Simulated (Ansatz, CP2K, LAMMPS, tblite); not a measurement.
# tblite on amorphous poly(p-phenylene) (as short chains C26H22) at 500 K (144 atoms): settings against a plane-wave reference

How near does tblite come to plane waves for amorphous poly(p-phenylene) (as short chains C26H22) at 500 K (144 atoms)?

Calculated with tblite 0.8.0; the method is named at each step.

### Step 1. The structure

The cell holds 144 atoms: 78 C and 66 H. Cell: a = 11.754 Å, b = 11.754 Å, c = 11.754 Å, α = 90.0°, β = 90.0°, γ = 90.0°. 3 poly(p-phenylene) chains of 4 units with methyl end groups placed at random, at 1.03 g/cm³; overlaps pushed apart, then 20 ps at 800 K with MMFF94 bonds, angles, torsions, charges and radii (Halgren, J. Comput. Chem. 17, 490 (1996)) in harmonic and 12-6 forms. Snapshot after 30 ps at 500 K and fixed volume.

The yardstick, on the same geometry:

| Property | Result |
| --- | --- |
| method | Kohn-Sham DFT, PBE, PAW, plane waves (Ansatz 0.2.0); cutoff 420 eV, Γ point, fermi-dirac smearing of 0.05 eV; PAW set soft_2 |
| r.m.s. force component | 1.217 eV/Å |
| longest force | 5.136 eV/Å |
| pressure | 4.267 GPa |
| gap (highest filled to lowest empty level) | 2.874 eV |
| SCF cycles | 9 |
| time | 20 s on 4 threads of Arm Neoverse V1, shared host |
| CPU time | 74 s |

### Step 2. GFN1-xTB

Method: GFN1-xTB tight binding, diagonalisation.

run.py

```python
import numpy as np
from ase.io import read
from tblite.ase import TBLite

atoms = read("structure.xyz")
atoms.calc = TBLite(method="GFN1-xTB", electronic_temperature=580, accuracy=1.0, max_iterations=250, mixer_damping=0.4, verbosity=1)
energy = atoms.get_potential_energy()
forces = atoms.get_forces()
print(f"energy {energy:.6f} eV")
print("forces (eV/A)")
for i, (a, f) in enumerate(zip(atoms, forces)):
    print(f"{i:4d} {a.symbol:2s} {f[0]:10.5f} {f[1]:10.5f} {f[2]:10.5f}")
stress = -atoms.get_stress(voigt=False) * 160.21766
print("stress (GPa, compression positive)")
for row in stress:
    print(" ".join(f"{x:10.4f}" for x in row))
print("charges (e)")
print(np.array2string(atoms.get_charges(), precision=4, suppress_small=True, max_line_width=110, threshold=100000))
```

structure.xyz

```xyz
144
Lattice="11.75411 0.00000 0.00000 0.00000 11.75411 0.00000 0.00000 0.00000 11.75411" Properties=species:S:1:pos:R:3 pbc="T T T"
C 2.87176 8.49787 6.82561
C 4.12052 8.22752 6.01387
C 4.08702 7.16989 5.12891
C 5.20860 6.87533 4.33010
C 6.40470 7.63159 4.40556
C 6.41598 8.73707 5.23810
C 5.29147 9.03632 6.07159
C 7.56107 7.20739 3.52024
C 7.85175 5.83286 3.36003
C 9.11531 5.54594 2.84602
C 9.95209 6.54187 2.33249
C 9.55950 7.84810 2.36528
C 8.38080 8.18450 2.99871
C 11.21507 6.22075 1.78333
C 11.22964 5.46942 0.69008
C 0.76284 5.37692 0.01916
C 1.89229 6.01658 0.47592
C 1.85433 6.62027 1.65369
C 0.61180 6.78377 2.28030
C 3.12189 6.08757 11.44169
C 3.35545 7.16225 10.70506
C 4.37688 7.15555 9.73699
C 5.18192 5.96392 9.59100
C 4.83740 4.88007 10.42343
C 3.79775 4.86796 11.25174
C 6.35533 6.03033 8.70110
H 3.03244 9.15786 7.59539
H 2.70521 7.57517 7.42719
H 1.95965 8.63962 6.16538
H 3.18113 6.72805 5.08659
H 5.04498 6.10650 3.54198
H 7.26580 9.35580 5.16769
H 5.20848 9.90578 6.72018
H 7.07527 5.11680 3.63414
H 9.39776 4.50758 2.80453
H 10.25546 8.55887 1.95048
H 8.07249 9.18231 3.05983
H 10.29860 5.10164 0.24754
H 0.82396 4.87372 10.75572
H 2.72719 7.00921 2.07484
H 0.44572 7.14050 3.29773
H 2.88152 8.16217 10.66321
H 4.67038 8.05885 9.18067
H 5.53360 4.05587 10.39334
H 3.66646 3.97841 0.05442
H 7.30506 5.88693 9.28210
H 6.37907 7.04212 8.19332
H 6.48498 5.42017 7.84175
C 5.59625 11.62023 10.73221
C 6.65236 10.59880 10.26251
C 6.98547 10.72821 8.86401
C 7.87255 9.83831 8.29746
C 8.38397 8.81135 9.11402
C 8.10940 8.73142 10.44705
C 7.08996 9.51483 10.98845
C 9.36803 7.95248 8.51973
[... 84 atom lines left out ...]
H 0.33123 9.63049 10.06575
H 1.67473 10.54250 2.79477
H 3.30831 10.51100 2.34013
H 2.60201 0.31842 2.69874
```

Started as:

```console
OMP_NUM_THREADS=1 python run.py > output.txt
```

Output:

```text
------------------------------------------------------------
  cycle        total energy    energy error   density error
------------------------------------------------------------
      1     -200.2757900651  -2.0385591E+02   7.0173250E-01
      2     -200.2806435378  -4.8534727E-03   4.2040516E-01
      3     -200.2793927623   1.2507755E-03   5.9308294E-03
      4     -200.2808401981  -1.4474358E-03   1.2756666E-03
      5     -200.2809344760  -9.4277883E-05   2.9905943E-04
      6     -200.2809380336  -3.5576630E-06   1.0254224E-04
      7     -200.2809383542  -3.2059717E-07   2.5375254E-05
      8     -200.2809383714  -1.7112228E-08   8.3277312E-06
------------------------------------------------------------
 total:                                   2.595 sec
energy -5449.921927 eV
forces (eV/A)
   0 C    -0.51561   -2.74760   -1.34165
   1 C     1.18956    1.29069    0.17876
   2 C     3.40265    1.32622   -0.47058
   3 C    -0.84892   -0.13713   -0.14310
   4 C    -0.91767   -1.42799   -1.20158
   5 C    -1.88063   -0.11336    0.97826
   6 C    -0.30393   -0.84412   -0.82223
   7 C    -1.30086   -0.13250    1.24743
   8 C     0.35637    1.26542   -0.09339
   9 C    -1.13628   -0.42320   -0.06110
  10 C    -1.67294   -0.83765    1.57402
  11 C    -0.04459    0.75791    0.13672
  12 C     0.39085   -0.69492   -0.23439
  13 C     0.59503    0.60506    0.65340
  14 C     2.51817   -1.57379   -4.01282
  15 C    -2.33112   -1.06158   -1.63748
  16 C    -0.33519   -1.19282   -1.88126
  17 C    -2.18539    1.54703    3.28223
  18 C     1.07689   -0.07934    1.39430
  19 C    -1.70458   -3.17467    0.89256
  20 C     1.60420    3.54587   -3.08089
  21 C     1.67027   -1.88126    0.00742
  22 C    -2.04731    1.83180    0.72849
  23 C     2.97038    0.17202   -2.36352
[...]
136 H    -0.10718    0.93691    0.08760
 137 H     0.43880    1.44403   -0.87972
 138 H     0.13946    0.66223    0.26190
 139 H    -0.58669   -0.57314   -0.10813
 140 H    -0.35537    0.30335   -0.40504
 141 H    -0.81440   -0.35184    0.60274
 142 H     1.39123   -0.80123   -0.15096
 143 H    -0.32943   -0.94998   -0.56648
stress (GPa, compression positive)
   -0.2073     0.2264     0.1319
    0.2264     2.2794     0.1154
    0.1319     0.1154     3.0204
charges (e)
[-0.0932  0.0162 -0.0483 -0.0347 -0.0022 -0.0341 -0.0471  0.0001 -0.0321 -0.037   0.0099 -0.0343 -0.0359
  0.0146 -0.0355 -0.0368  0.0117 -0.0307 -0.0447  0.0082 -0.03   -0.0492  0.0115 -0.0352 -0.035  -0.0864
  0.0423  0.0339  0.038   0.0388  0.0249  0.0308  0.0276  0.036   0.0295  0.0308  0.033   0.0336  0.0207
  0.0342  0.0293  0.0313  0.0301  0.0245  0.0353  0.0341  0.0298  0.0431 -0.0878  0.0104 -0.04   -0.0296
  0.0112 -0.0321 -0.0367  0.0023 -0.043  -0.0379 -0.0033 -0.0296 -0.04    0.0132 -0.0327 -0.0331  0.0021
 -0.042  -0.0376  0.0023 -0.0326 -0.0384  0.0136 -0.0379 -0.0333 -0.0952  0.0311  0.0344  0.0451  0.0308
  0.0335  0.032   0.0289  0.0338  0.0323  0.0257  0.0299  0.0304  0.0283  0.0358  0.0294  0.0252  0.0314
  0.0239  0.0338  0.0415  0.0417  0.0399 -0.0855  0.0123 -0.036  -0.0333  0.0084 -0.038  -0.0431  0.008
 -0.0321 -0.0376  0.0047 -0.0324 -0.0351  0.0033 -0.0373 -0.0246 -0.0001 -0.0402 -0.0234  0.0067 -0.0296
 -0.0392  0.0064 -0.0443 -0.027  -0.0932  0.0398  0.0358  0.0349  0.0235  0.0313  0.0276  0.0245  0.0246
  0.0316  0.0263  0.0277  0.0301  0.028   0.0287  0.0257  0.0299  0.0301  0.0332  0.0249  0.0384  0.0419
  0.0313]
```

Run time: 3.2 s. Hardware: 1 thread of Arm Neoverse V1, shared host; peak memory 0.18 GiB.

Banners, paths, timers and routine set-up lines are dropped from the logs unmarked, and long logs keep their key lines alone; longer cuts are marked.

Compared with the plane-wave run:

```yaml
r_m_s_force_component: 1.183 eV/Å
r_m_s_difference_of_force_components: 151.5 meV/Å
longest_difference_of_force_vectors: 645.9 meV/Å
force_difference_over_r_m_s_force: 12.45 %
slope_of_forces_against_the_reference_s: 0.9644
correlation_of_force_components: 0.9924
pressure: 1.698 GPa
pressure_difference: -2.57 GPa
```

Length of the force difference by element (eV/Å):

```csv
element,atoms,mean,most
C,78,0.27,0.65
H,66,0.20,0.37
```

The surroundings of C15, which bears the longest force, nearest first, numbered as they follow in the input and with coordinates relative to it.

```csv
atom,x,y,z,distance (Å),bonds,Mulliken charge (e),Fx,Fy,Fz (eV/Å)
C15,0.00,0.00,0.00,0.00,3,-0.04,2.52,-1.57,-4.01
H38,-0.93,-0.37,-0.44,1.09,1,0.03,0.60,-0.13,0.05
C14,-0.01,0.75,1.09,1.33,3,0.01,0.60,0.61,0.65
C16,1.29,-0.09,-0.67,1.45,3,-0.04,-2.33,-1.06,-1.64
H39,1.35,-0.60,-1.69,2.24,1,0.02,-0.20,0.45,1.32
C11,-1.28,1.07,1.64,2.34,3,0.01,-1.67,-0.84,1.57
C19,1.14,1.31,1.59,2.36,3,-0.04,1.08,-0.08,1.39
C17,2.42,0.55,-0.21,2.49,3,0.01,-0.34,-1.19,-1.88
C18,2.38,1.15,0.96,2.81,3,-0.03,-2.19,1.55,3.28
```

Atoms are counted from 1 here, from 0 in the log.

Forces lie 12 % from the reference's, at 0.043 times its CPU time (on 1 against 4 cores).

### Step 3. What came out

```json
{"force difference from the reference": "tblite GFN1-xTB, 12 %", "its CPU time": "3.2 s"}
```

**Reading.** Tight binding differs by 12 % (tblite GFN1-xTB); it is another model, with fitted parameters of its own, and the xTB methods hold dispersion. One electronic-structure run takes under half the reference's CPU time: tblite GFN1-xTB, at 12 % in 3.2 s against 74 s; its pressure misses by -2.6 GPa. Periodic xTB results under one method name differ between programs and library versions. The network of contacts between molecules at the start is that of the classical potential that made the cell, and needn't be the one that DFT or experiment would give. The reference's stress is far from hydrostatic: its diagonal is 2.4, 4.8, 5.7 GPa, compression counted positive. The reference's PBE has no dispersion term, which matters for the binding between molecules or layers. The density was typed from a rule of thumb and may lie off the real one at this temperature. The electronic-structure runs sample only Γ, in a cell whose shortest periodic width is 12 Å.

[Also dropped from logs without a mark: logging warnings of Python, and SIESTA's first energy breakdown and zero terms.]

[Logs are printed without paths, hosts, clocks, repeated set-up lines and the standing remarks that a program may print on its own settings, such as how far it seeks lower states.]

[Hosts, paths, dates, database ids (printed as entryN), source tags and the programs' standing remarks are cut or masked in the printed files.]

[The MMFF94 radii named for the starting cell were scaled by 0.96; in molecules described by MMFF94, hydrogen bound to N, O or S took a small fixed 12-6 site in their place.]
